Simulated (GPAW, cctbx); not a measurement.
# How far are the atoms of CuW from free atoms?

Aim: compute the bonding part of the density of CuW, find which reflections carry it, and see how it biases an ordinary refinement.

The cell comes from substitution in a known structure type and wasn't matched to any measured phase. All numbers below are calculated.

## 1. Relax the structure

The density hangs on the geometry, so cell and atoms are relaxed first, with the symmetry held. The cutoff is set higher than for the density because stress converges slowly with plane waves.

Settings: GPAW 26.7.0, PBE, 570 eV, 7×7×7 k-points, Fermi–Dirac width 0.1 eV, BFGS to 0.03 eV/Å.

```text
cell
1.0
    -1.475500000    2.555640966    0.000000000
    -2.951000000    0.000000000    0.000000000
    -1.475500000    0.851880322    4.694666667
W Cu
1 1
Direct
0.500000000 0.500000000 0.500000000
0.000000000 0.000000000 0.000000000
```

```console
$ OMP_NUM_THREADS=1 mpirun -n 4 gpaw python run.py > gpaw.log
```

```text
BFGS:    0      -13.707617        3.532578
BFGS:    1      -14.072964        2.674142
BFGS:    2      -14.373528        1.147220
BFGS:    3      -14.428176        0.275964
BFGS:    4      -14.430700        0.174343
BFGS:    5      -14.431373        0.150968
BFGS:    6      -14.432032        0.061706
BFGS:    7      -14.432162        0.014753
cell  2.7148 2.7148 4.8011  73.58 73.58 60.00
volume 28.965 A^3, largest force 0.000 eV/A, largest stress 0.16 GPa
```

The cell moved far, while the k-mesh and basis were chosen for the start, so the final shape may be somewhat biased.

After 7 steps the volume has changed by -18.2 % and the energy by -0.725 eV; the largest stress left is 0.16 GPa. It took 54 s on 4 cores of Intel(R) Xeon(R) Platinum 8488C (Sapphire Rapids) (shared host), peak memory 0.95 GiB.

Relaxed structure: R-3m (no. 166), a = 2.7148 Å, b = 2.7148 Å, c = 13.6142 Å, α = 90.00°, β = 90.00°, γ = 120.00°.

```csv
atom,mult.,x,y,z
W1,3,1/3,2/3,1/6
Cu1,3,0,0,0
```

## 2. Density and charge transfer

X-rays see the whole electron density, so the PAW density is rebuilt with its core regions. Subtracting spherical free atoms from the same code cancels the cores and leaves the deformation density Δρ, the part due to bonding.

Settings: PBE, 450 eV, 10×10×10 k-points, Fermi–Dirac width 0.1 eV; primitive cell of 2 atoms.

```console
$ OMP_NUM_THREADS=1 mpirun -n 4 gpaw python run.py > gpaw.log
```

```text
|iter:   1|       0s |  -18.368738 | +0.18 |       |
|iter:   2|       1s |  -14.941996 | -1.15 | -0.74 |
|iter:   3|       2s |  -14.683763 | -2.38 | -1.17 |
...
|iter:  11|      10s |  -14.364656c| -5.78 | -3.25 |
|iter:  12|      11s |  -14.364665c| -7.16 | -3.90 |
|iter:  13|      12s |  -14.364669c| -8.07c| -4.40c|
```

```text
gpts.py:43: UserWarning: Initial realspace grid (14,14,24) inconsistent with symmetries.
gpts.py:43: UserWarning: Initial realspace grid (14,14,24) inconsistent with symmetries.
gpts.py:43: UserWarning: Initial realspace grid (14,14,24) inconsistent with symmetries.
gpts.py:43: UserWarning: Initial realspace grid (14,14,24) inconsistent with symmetries.
gpts.py:70: UserWarning: Using symmetrized grid: (24,24,24).
gpts.py:70: UserWarning: Using symmetrized grid: (24,24,24).
gpts.py:70: UserWarning: Using symmetrized grid: (24,24,24).
gpts.py:70: UserWarning: Using symmetrized grid: (24,24,24).
grid (48, 48, 48)  electrons 103.000  moved by bonding 0.558 e
deformation density beyond 0.5 A of the nuclei: max 0.082, min -0.227 e/A^3
atom        x       y       z   Voronoi charge  moment
W 1    0.5000  0.5000  0.5000     -0.026       0.00
Cu2    0.0000  0.0000  0.0000      0.026       0.00
mean inner potential of superposed free atoms 29.562 V
total magnetic moment 0.000 muB
```

Deformation density in a plane through the shortest contact of the W atom at the origin, in 0.01 e/Å³ (clipped at ±99); x from -1.6 to 4.3 Å, y from 2.4 down to -2.4 Å:

```text
  .   .   3   2   7   3   4   .   .   4   3   7   2   3   .   .
  .   .   4   3   7   4   4   .   .   4   4   7   3   4   .   .
  3   3   2   6   8   7   3   3   3   3   7   8   6   2   3   3
  6   6   6   6   6   6   6   6   6   6   6   6   6   6   6   6
  8   8   5   2   3   2   5   8   8   5   2   3   2   5   8   8
  6   7   2   3   .   3   2   6   6   2   3   .   3   2   7   6
  5   6   3   .   .   .   3   5   5   3   .   .   .   3   6   5
  6   7   2   3   .   3   2   6   6   2   3   .   3   2   7   6
  8   8   5   2   3   2   5   8   8   5   2   3   2   5   8   8
  6   6   6   6   6   6   6   6   6   6   6   6   6   6   6   6
  3   3   2   6   8   7   3   3   3   3   7   8   6   2   3   3
  .   .   4   3   7   4   4   .   .   4   4   7   3   4   .   .
  .   .   3   2   7   3   4   .   .   4   3   7   2   3   .   .
```

Atoms in or within 0.15 Å of the plane: W (4.1, 2.4), W (4.1, -2.4), W (2.7, 0.0), W (1.4, 2.4), W (1.4, -2.4), W (0.0, 0.0), W (-1.4, 2.4), W (-1.4, -2.4) Å. Dots mark points within about 0.45 Å of a nucleus; large values next to them are atomic features.

Hardly any net charge crosses the Voronoi midplanes, which need not mean no transfer: free-atom tails already reach into the neighbours' cells. Along the shortest contact from the W atom at the map's origin, W–W at 2.71 Å, Δρ is +0.07 e/Å³ at the midpoint: little piles up between the atoms, as is usual in a metallic crystal, which this run finds. At the midpoints of other shortest contacts it is +0.02 (Cu–Cu, 2.71 Å) and +0.03 (W–Cu, 2.76 Å) e/Å³. Point values carry grid noise of about 0.01 e/Å³. The run needed 13 iterations, 20 s.

## 3. Structure factors

The Fourier components of Δρ, added to those of the free atoms, give the static X-ray structure factors; the Mott–Bethe relation turns them into the Fourier components V of the potential that fast electrons feel.

```text
static structure factors of the conventional cell: F in electrons, V (Mott-Bethe) in volts
   h  k  l      d  |F| table  |F| free   |F| DFT   change   |V| free  |V| DFT  change %
   0  0  3  4.5381   127.000   127.063   127.616    0.552     8.621    8.021     -7.0
   1  0  1  2.3168   115.225   115.447   115.419   -0.027     5.536    5.544      0.1
   0  0  6  2.2690   251.503   250.752   250.200   -0.552    15.819   15.969      0.9
   1  0 -2  2.2223   250.013   249.240   248.135   -1.106    15.567   15.855      1.9
   1  0  4  1.9344   239.343   238.490   237.537   -0.953    13.917   14.106      1.4
   1  0 -5  1.7795   108.893   108.972   109.316    0.344     4.347    4.290     -1.3
   0  0  9  1.5127   104.278   104.300   105.165    0.865     3.705    3.601     -2.8
   1  0  7  1.4986   103.993   104.013   104.347    0.334     3.671    3.631     -1.1
   1  0 -8  1.3785   207.574   207.134   207.110   -0.024    10.211   10.213      0.0
   1  1  0  1.3574   205.949   205.540   205.529   -0.010    10.055   10.056      0.0
   1  1  3  1.3005    99.418    99.429    99.711    0.282     3.173    3.148     -0.8
   1  0 10  1.1782   190.573   190.411   190.535    0.124     8.683    8.673     -0.1
   2  0 -1  1.1712    95.759    95.757    96.032    0.275     2.839    2.819     -0.7
   1  1  6  1.1649   189.312   189.164   189.096   -0.068     8.577    8.582      0.1
```

The largest X-ray change is -1.11 e on 1 0 -2, 0.4 % of |F|. For electrons V goes as (Z − F)/g², so a change of F counts against Z − F, which is small at low angle and wherever the atoms' terms cancel: |V| of 003 moves by -7.0 % (8.62 to 8.02 V) against +0.4 % in |F|. The tabulated Hartree–Fock atoms differ from the free DFT atoms by up to 0.85 e, so the choice of reference atom matters too.

## 4. Convergence

Cutoff and k-mesh: one is changed at a time, to find what the result needs.

```
            run  ΔF 1 0 -2 (e)  ΔF 104 (e)  ΔF 009 (e)  q(W) (e)  moved (e)   time
450 eV 10×10×10         -1.106      -0.953      +0.865    -0.026      0.558   20 s
250 eV 10×10×10         -1.118      -0.965      +0.886    -0.028      0.565   13 s
350 eV 10×10×10         -1.116      -0.962      +0.868    -0.027      0.574   17 s
750 eV 10×10×10         -1.105      -0.950      +0.864    -0.025      0.578   31 s
   450 eV 3×3×3         -1.125      -0.857      +0.722    -0.015      0.542  7.7 s
   450 eV 5×5×5         -1.077      -0.944      +0.861    -0.035      0.547  9.5 s
```

Within 0.02 e of the base on all three: 350 eV 10×10×10 and 750 eV 10×10×10. The largest error, 0.143 e, comes with 450 eV 3×3×3. The run marked unsound (too few SCF iterations) gave no density. Times are from shared hosts.

## 5. Refining ordinary atoms against data with bonding

Routine crystallography fits spherical atoms. To see the bias, intensities are simulated from tabulated atoms plus the DFT change ΔF, so that bonding alone can misfit (1894 reflections of the full sphere, merged to the counts below, to 0.4 Å, 0.5 % proportional noise plus counting noise, assumed isotropic U as listed, Δρ smeared by the mean U) and refined with cctbx over different ranges.

```
                    range  data      R1  GooF  U W1 (true 0.0028)  U Cu1 (true 0.004)  largest shift (Å)  Δρ max, min (e/Å³)
                 all data   214  0.0023  1.05              0.0028              0.0040             0.0000         0.55, -0.44
 low resolution, d > 0.84    32  0.0023  1.47              0.0028              0.0041             0.0000         0.13, -0.28
     high order, d < 0.75   172  0.0024  0.96              0.0028              0.0040             0.0000         0.51, -0.45
occupancies free, d > 0.7    47  0.0018  1.14              0.0029              0.0038             0.0000         0.20, -0.16
```

With all data GooF is 1.05, diluted by the many high-angle data; the misfit shows at low resolution; the top residual peak lies 1.90 Å from W and 1.90 Å from W. No U is off by more than 3 s.u. at low resolution. Symmetry fixes every coordinate, so the shifts are zero by construction. With W1 held at 1 and the scale free, the other occupancies refine to Cu1 0.992(0.002), on sites that are all full: they absorb part of the misfit, and only ratios to the fixed site mean anything.

## 6. Answer

Bonding moves 0.56 e in the primitive cell of CuW and changes the structure factors of the conventional cell in the table above by at most 1.11 e (1 0 -2, 0.4 %), and among reflections above 2 % of the strongest by up to 0.8 % (009). The shortest bond, W–W, has Δρ = +0.07 e/Å³ at its midpoint, with no localised bond charge. Within 0.02 e of the base on all three: 350 eV 10×10×10 and 750 eV 10×10×10. The largest error, 0.143 e, comes with 450 eV 3×3×3. With all data GooF is 1.05, diluted by the many high-angle data. Limits: static density, frozen cores, no spin–orbit coupling.

[Outputs are excerpts: Python notices, other lines and further rows are left out; steps that failed or that the build refused (PBEsol, TPSS) are not shown.]

[Logs are printed without paths, hosts, clocks, repeated set-up lines and the standing remarks that a program may print on its own settings, such as how far it seeks lower states.]
